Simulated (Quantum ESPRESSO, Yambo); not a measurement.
Four G0W0 runs on NaF (Villiaumite).

The database entry behind the starting cell differs from later determinations by our own check (0.1 to 0.3 % short, probably kX units), so it need not match the best structure at ambient conditions.

```cif
data_structure
_symmetry_space_group_name_H-M 'P 1'
_symmetry_Int_Tables_number 1
_cell_length_a 3.2668
_cell_length_b 3.2668
_cell_length_c 3.2668
_cell_angle_alpha 60.000
_cell_angle_beta 60.000
_cell_angle_gamma 60.000
_cell_volume 24.65
loop_
_atom_site_label
_atom_site_type_symbol
_atom_site_fract_x
_atom_site_fract_y
_atom_site_fract_z
_atom_site_occupancy
Na1 Na 0.00000 0.00000 0.00000 1
F2 F 0.50000 0.50000 0.50000 1
```

The cell and positions come from the Crystallography Open Database and are kept as given unless a step says otherwise.

Program: Yambo 5.3.0; PBE start, 4×4×4 mesh, Godby-Needs plasmon pole.

| bands | screening cutoff (eV) | gap on the mesh (eV) |
| --- | --- | --- |
| 81 | 210.9 | 10.429 |
| 298 | 210.9 | 10.600 |
| 81 | 353.7 | 10.436 |

If the two steps added up, what gap would 298 bands at 353.7 eV give? Do they add up?

From the first row, the second adds +0.171 eV and the third +0.007 eV, so the sum predicts 10.429 +0.171 +0.007 = 10.607 eV. The run gave 10.673 eV, +0.066 eV from that. They don't add up: at the higher cutoff the same bands are worth +0.237 eV. High empty states act through short-wavelength screening, so a band sum at a low cutoff levels off early.

Limits: not at the basis limit; coarse k mesh.

[Paths, hosts, dates, memory and timing lines, banners, echoed tables and standing remarks are left out of the program output.]

[Logs are printed without paths, hosts, clocks, repeated set-up lines and the standing remarks that a program may print on its own settings, such as how far it seeks lower states.]

[Runs of the session that timed out or met a known fault of the program may be left out.]

[Hosts, paths, dates, database ids (printed as entryN), source tags and the programs' standing remarks are cut or masked in the printed files.]
